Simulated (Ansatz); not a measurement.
# CdCS3: relaxing a made-up structure, part 2 of 2

Starting from a made-up structure for CdCS3, the aim is the relaxed cell, its shortest contacts and, where a second run follows, its electronic structure.

Ansatz 0.2.0; DFT, PBE, plane-wave PAW, files of the set soft_1, scalar-relativistic, no spin, cell and ions relaxed at zero pressure; PAW set soft_1 (the session's first sound run).

So far: Set-up; Relaxing cell and atoms. The relaxed cell has a = 5.186, c = 13.495 Å (conventional setting).

**3. Electronic structure of the relaxed cell**

A second self-consistent run takes a narrower smearing and the mesh shown in its input; the bands follow along the standard path of the relaxed lattice.

This step: DFT, PBE, plane-wave PAW, files of the set soft_1, scalar-relativistic, no spin, bands and density of states at the relaxed cell; PAW set soft_1 (Ansatz 0.2.0).

input.yaml reads:

```yaml
crystal:
  lattice:
    - [2.5928700432, 1.4969942172, 4.4984193578]
    - [-2.5928700432, 1.4969942172, 4.4984193578]
    - [0.0, -2.9939884351, 4.4984193576]
  atoms:
    - { symbol: Cd, position: [0.0, 0.0, 0.0] }
    - { symbol: S, position: [0.0, 0.0, 0.5] }
    - { symbol: S, position: [0.0, 0.5, 0.0] }
    - { symbol: S, position: [0.5, 0.0, 0.0] }
    - { symbol: C, position: [0.5, 0.5, 0.5] }
kpoints:
  mp_grid: { grid: [8, 8, 8] }
  band_path:
    path:
      - [[0.0, 0.0, 0.0], [0.5, 0.0, 0.0], [0.5, 0.24049603, -0.24049603]]
      - [[0.75950397, 0.5, 0.24049603], [0.5, 0.5, 0.5], [0.0, 0.0, 0.0], [0.37024801, 0.0, -0.37024801]]
      - [[0.62975199, 0.37024801, 0.0], [0.5, 0.5, 0.0], [0.62975199, 0.62975199, 0.24049603], [0.5, 0.5, 0.5]]
      - [[0.5, 0.0, 0.0], [0.75950397, 0.37024801, 0.37024801]]
    npoints: 8
scf:
  occupations: { method: fermi_dirac, width: 0.03 }
  n_extra_bands: 9
hamiltonian:
  xc: pbe
  pseudopotentials: { kind: paw, azcp: { folder: soft_1 } }
output:
  forces: true
  stress: true
  write_bands: true
  dos: { projected: true }
  write_density: true
  write_potential: true
  elf: true
  volumetric_format: npy
```

Started as:

```bash
> ansatz run input.yaml --threads 4 --pin off --max-ram 8192MiB --backend cpu --events-out ev --progress --plain --runs-dir out
```

Numbers of over 12 decimals in the logs are rounded to 6 here.

What it wrote:

```text
[...]
Crystal: 5 atoms, lattice volume = 104.764 Å³
Basis set: ecut = 420 eV, 2025 PW (Γ), exchange–correlation on 80×80×80 points (8 copies of the dense FFT grid, shifted against one another)
Bands: 30, of which v1, the nominal top of the filled ones, is band 21 counted from 1 (20 counted from 0)
Symmetry: 12 space group operations
[...]
k-points: 65 of 512
[...]
SCF iter   1: F=—  HF=-11204.612756 eV  |F-HF|=—  |Δ(HF+E_count)|=         —  Δρ=4.86e-2  dr2=2.89e0  ethr=3.10e-3  ⟨swp⟩=8.0  Hψ=10460  notcnv=0
[...]
SCF iter   9: F=-11203.756214 eV  HF=-11203.756214 eV  |F-HF|=2.87e-8  |Δ(HF+E_count)|=   7.44e-8  Δρ=5.82e-6  dr2=5.27e-8  ethr=2.38e-10  ⟨swp⟩=16.5  Hψ=15736  notcnv=0
SCF 1 converged in 9 iterations: F = -11203.756214 eV  dr2 = 5.27e-8
[...]
NSCF: frozen V_eff on 76 k-points
SCF converged after 9 iterations
Free energy (F): -11203.756214 eV
[...]
Internal energy: -11203.735100 eV  (E = F + TS)
E sigma→0 (E₀):  -11203.745657 eV
Entropy (-TS):   -0.021114 eV (-4.223 meV/atom)
Fermi energy:    6.647428 eV
[...]
--- Stress (GPa, compression-positive) ---
       -0.461624       0.000000       0.000000
        0.000000      -0.461624      -0.000000
        0.000000      -0.000000       0.693811
  P = ⅓ Tr σ = -0.0765 GPa (-0.765 kbar)
--- Band table (eV; the first three rows and the last of 65) ---
  k-point 0: bands = [... 17 lower, 4.4041, 4.4041, 5.1549, 6.8827, 8.2839, 8.2839, 8.3568, 10.9051, ... 5 higher]
  k-point 1: bands = [... 17 lower, 4.0372, 4.3643, 5.6073, 6.7950, 7.7547, 7.7958, 8.3827, 10.4203, ... 5 higher]
  k-point 2: bands = [... 17 lower, 3.4973, 4.2655, 6.3422, 6.5891, 6.6130, 6.6767, 8.5944, 9.2185, ... 5 higher]
  k-point 64: bands = [... 17 lower, 5.6375, 5.6375, 6.9722, 8.3749, 8.3749, 8.3845, 10.4540, 10.6037, ... 5 higher]
```

The job ended after 4 s (4 threads of Intel Xeon at 2.60GHz (Ice Lake), shared host; peak memory 0.58 GiB).

In the SCF lines HF is the Harris–Foulkes energy and dr2 the Hartree energy of the density residual, in eV; the loop may stop once dr2 is under the threshold and the program's other checks hold. Hψ counts applications of the Hamiltonian.

This step gave:

- free energy: -11203.7562 eV
- energy at zero smearing: -11203.7457 eV
- smearing term TS: 0.02111 eV
- Fermi energy: 6.647 eV
- pressure: -0.07648 GPa

From bands.tsv, the bands that come nearest the Fermi level along the path, at its corners, in eV from the Fermi level:

| point | band 18 | band 19 | band 20 | band 21 | band 22 | band 23 | band 24 | band 25 |
| --- | --- | --- | --- | --- | --- | --- | --- | --- |
| Γ | -2.24 | -2.24 | -1.49 | 0.24 | 1.64 | 1.64 | 1.71 | 4.26 |
| L | -2.78 | -2.27 | -2.06 | -1.24 | -0.31 | -0.15 | 1.45 | 2.61 |
| B1 | -2.68 | -2.17 | -1.98 | 0.10 | 0.14 | 0.59 | 1.00 | 2.16 |
| B | -2.68 | -2.17 | -1.98 | 0.10 | 0.14 | 0.59 | 1.00 | 2.16 |
| Z | -1.01 | -1.01 | 0.32 | 1.73 | 1.73 | 1.74 | 3.81 | 3.96 |
| Γ | -2.24 | -2.24 | -1.49 | 0.24 | 1.64 | 1.64 | 1.71 | 4.26 |
| X | -2.03 | -1.93 | -1.26 | -1.05 | 0.17 | 0.37 | 1.21 | 1.69 |
| Q | -2.03 | -1.93 | -1.26 | -1.05 | 0.17 | 0.37 | 1.21 | 1.69 |
| F | -2.43 | -2.15 | -1.18 | -1.05 | -0.20 | -0.08 | 2.69 | 2.86 |
| P1 | -2.72 | -1.52 | -1.33 | -1.31 | -0.17 | 0.83 | 2.38 | 2.38 |
| Z | -1.01 | -1.01 | 0.32 | 1.73 | 1.73 | 1.74 | 3.81 | 3.96 |
| L | -2.78 | -2.27 | -2.06 | -1.24 | -0.31 | -0.15 | 1.45 | 2.61 |
| P | -2.72 | -1.52 | -1.33 | -1.31 | -0.17 | 0.83 | 2.38 | 2.38 |

States per cell as run, both spins, in windows of 1 eV, from dos.tsv (zero at the Fermi level):

```
from  to  total
  -8  -7   0.17
  -7  -6   0.79
  -6  -5   2.54
  -5  -4   2.59
  -4  -3   2.32
  -3  -2   2.58
  -2  -1   2.63
  -1   0   2.35
   0   1   3.15
   1   2   3.21
   2   3   2.19
   3   4   1.50
   4   5   2.29
   5   6   1.98
```

Below -8 eV lie 26.0 more states.

Valence density in the ac plane of the cell as run, not the conventional one, at fractional y = 0.000, with atoms of Cd and S within 0.2 Å of it. It is the smooth field of the valence electrons, not physical close to the nuclei.

Values in e/Å³, 15 rows by 15 columns, each cell a mean:
```
19 14  4  1  0  1  1  1  1  1  1  0  0  2 10
 6  7  3  1  0  0  1  1  1  1  1  0  0  0  2
 1  2  1  0  0  0  0  0  1  1  1  0  0  0  0
 0  0  0  0  0  0  0  0  0  0  0  0  0  0  0
 1  0  0  0  0  0  0  0  0  0  0  0  1  1  1
 1  1  0  0  0  0  0  0  0  0  0  0  1  1  1
 1  1  1  0  0  0  0  0  0  0  0  0  1  1  1
 0  1  1  0  0  0  0  0  0  0  0  0  0  1  1
 1  1  1  1  0  0  0  0  0  0  0  0  0  1  1
 1  1  1  1  0  0  0  0  0  0  0  0  0  0  1
 0  1  1  0  0  0  0  0  0  0  0  0  0  0  0
 0  0  0  0  0  1  1  0  0  0  0  0  0  1  1
 2  0  0  0  1  1  1  1  1  0  0  0  1  3  4
10  3  0  0  1  1  1  1  1  1  0  0  2  7 14
22 10  2  0  0  1  1  0  1  1  1  0  1  6 19
```
Columns run along a (5.4 Å), rows up along c (5.4 Å). Atoms in or near the plane, at fractional coordinates: Cd at (0.00, 0.00), S at (0.00, 0.50), S at (0.50, 0.00).

ELF in the ac plane of the cell as run, not the conventional one, at fractional y = 0.000, with atoms of Cd and S within 0.2 Å of it. It is the smooth field of the valence electrons, not physical close to the nuclei.

Values, 15 rows by 15 columns, each cell a mean:
```
0.86 0.70 0.38 0.20 0.35 0.80 0.83 0.32 0.10 0.58 0.78 0.45 0.18 0.29 0.57
0.46 0.48 0.37 0.24 0.19 0.55 0.87 0.84 0.64 0.69 0.74 0.48 0.20 0.17 0.29
0.23 0.30 0.30 0.23 0.15 0.26 0.63 0.82 0.83 0.79 0.67 0.41 0.24 0.20 0.18
0.28 0.18 0.18 0.17 0.13 0.12 0.27 0.51 0.60 0.57 0.46 0.39 0.41 0.48 0.45
0.73 0.48 0.24 0.14 0.10 0.07 0.08 0.15 0.21 0.23 0.28 0.46 0.67 0.74 0.78
0.81 0.86 0.64 0.30 0.11 0.05 0.03 0.03 0.04 0.08 0.23 0.57 0.79 0.69 0.58
0.28 0.80 0.86 0.62 0.24 0.05 0.01 0.01 0.01 0.04 0.21 0.60 0.83 0.64 0.10
0.01 0.40 0.84 0.76 0.39 0.09 0.02 0.01 0.01 0.03 0.15 0.51 0.82 0.84 0.32
0.41 0.40 0.77 0.75 0.42 0.12 0.04 0.02 0.01 0.03 0.08 0.27 0.63 0.87 0.83
0.83 0.74 0.76 0.66 0.37 0.17 0.12 0.09 0.05 0.05 0.07 0.12 0.26 0.55 0.80
0.58 0.66 0.60 0.48 0.37 0.37 0.42 0.39 0.24 0.11 0.10 0.13 0.15 0.19 0.35
0.20 0.28 0.29 0.32 0.48 0.66 0.75 0.76 0.62 0.30 0.14 0.17 0.23 0.24 0.20
0.28 0.17 0.16 0.29 0.60 0.76 0.77 0.84 0.86 0.64 0.24 0.18 0.30 0.37 0.38
0.56 0.32 0.17 0.28 0.66 0.74 0.40 0.40 0.80 0.86 0.48 0.18 0.30 0.48 0.70
0.92 0.56 0.28 0.20 0.58 0.83 0.41 0.01 0.28 0.81 0.73 0.28 0.23 0.46 0.86
```
Columns run along a (5.4 Å), rows up along c (5.4 Å). Atoms in or near the plane, at fractional coordinates: Cd at (0.00, 0.00), S at (0.00, 0.50), S at (0.50, 0.00).

Electrostatic potential energy in the ac plane of the cell as run, not the conventional one, at fractional y = 0.000, with atoms of Cd and S within 0.2 Å of it. With pseudopotentials it is smooth inside the atoms' cores, unlike the true potential.

Ten even steps from '_' (-37 eV) to '@' (11 eV), each cell a mean:
```
..::==**%%##::__..__++%%##==::
----==**%%@@##--__..++%%%%##==
**++++##%%@@@@%%**++##%%@@%%##
%%%%%%%%@@@@@@@@@@%%%%%%%%%%%%
##%%@@@@@@@@@@@@@@@@@@%%##++++
::##@@@@@@@@@@@@@@@@@@%%++..__
__::##@@@@@@@@@@@@@@@@@@**__..
::__==%%@@@@@@@@@@@@@@@@%%--__
____::##@@@@@@@@@@@@@@@@@@##::
==::==##@@@@@@@@@@@@@@@@@@@@##
%%####%%@@@@@@@@@@@@@@@@%%%%%%
%%%%%%%%%%####%%@@@@@@%%##****
++##%%%%##==::==##@@@@%%++====
::==##%%##::____::##%%%%++--::
..::++%%%%==__::__::##%%**--..
```
Columns run along a (5.4 Å; values clipped at the 3rd and 97th percentile), rows up along c (5.4 Å). Atoms in or near the plane, at fractional coordinates: Cd at (0.00, 0.00), S at (0.00, 0.50), S at (0.50, 0.00).

**4. Outcome**

| Quantity | Value |
| --- | --- |
| space group, relaxed | R-3m |
| conventional cell | a = 5.186, b = 5.186, c = 13.495 Å; α = 90.0°, β = 90.0°, γ = 120.0° |
| volume per atom | 20.95 Å³ (guess 19.44) |

**Reading.** CdCS3 relaxes to R-3m with a = 5.186, b = 5.186 and c = 13.495 Å. The guessed volume was 7 % too small. The space group R-3m was held in the relaxation, so the end point is a stationary structure within it and may be a saddle against distortions or other arrangements. Bands cross the Fermi level, so it is a metal or semimetal at this level. On the 8×8×8 mesh with the narrower smearing (relaxed on 6×6×6) the forces vanish, as symmetry may demand, and the largest stress component is 0.694 GPa, against the relaxation's thresholds of 0.015 eV/Å and 0.05 GPa. The cutoff wasn't tested. A vector of the cell changed its length by 15 %, more than the volume shows. No dispersion term is used, so weakly bound directions may come out too long. Nothing here tests whether the compound is stable against decomposition.

[Logs are printed without paths, hosts, clocks, repeated set-up lines and the standing remarks that a program may print on its own settings, such as how far it seeks lower states.]

[Hosts, paths, dates, database ids (printed as entryN), source tags and the programs' standing remarks are cut or masked in the printed files.]
